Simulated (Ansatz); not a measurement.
Planning a run of Ansatz 0.2.0 on LiF (Griceite). The input:

```yaml
crystal:
  lattice:
    - [0.0, 2.014, 2.014]
    - [2.014, 0.0, 2.014]
    - [2.014, 2.014, 0.0]
  atoms:
    - { symbol: Li, position: [0.0, 0.0, 0.0] }
    - { symbol: F, position: [0.5, 0.5, 0.5] }
kpoints:
  mp_grid: { grid: [8, 8, 8] }
  band_path:
    path:
      - [0.0, 0.0, 0.0]
      - [0.5, 0.0, 0.5]
      - [0.625, 0.25, 0.625]
      - [0.375, 0.375, 0.75]
      - [0.5, 0.5, 0.5]
      - [0.5, 0.25, 0.75]
      - [0.075, 0.075, 0.15]
    npoints: 1
hamiltonian:
  xc: hse06
  pseudopotentials: { kind: paw, azcp: { folder: soft_1 } }
scf:
  occupations: { method: fixed }
  n_extra_bands: 4
output:
  eigenvalues: true
```

```sh
ansatz run input.yaml --threads 3 --pin off --max-ram 92160MiB --backend cuda --events-out ev --progress --plain --runs-dir out --devices 1 --max-vram 13GiB
```

Question: How long will it take on 1 × NVIDIA H100 80GB HBM3 (shared by 6 runs) with 3 threads of AMD EPYC 7R13 (Zen 3), shared host, and how much memory?

It took 17 s; on shared hardware allow 8.5 s to 34 s. Peak host memory was 1.1 GiB. The sizes that set the cost: 331 plane waves a state, 29 irreducible k points and 10 SCF cycles.

Exact exchange couples every pair of k points and filled bands, so it costs far more than a semilocal run.

[Paths, hosts, dates, memory and timing lines, banners, echoed tables and standing remarks are left out of the program output.]

[Logs are printed without paths, hosts, clocks, repeated set-up lines and the standing remarks that a program may print on its own settings, such as how far it seeks lower states.]

[Runs of the session that timed out or met a known fault of the program may be left out.]

[Cells called generated may have been cut or substituted from an entry of the Crystallography Open Database or the Materials Project.]

[Hosts, paths, dates, database ids (printed as entryN), source tags and the programs' standing remarks are cut or masked in the printed files.]
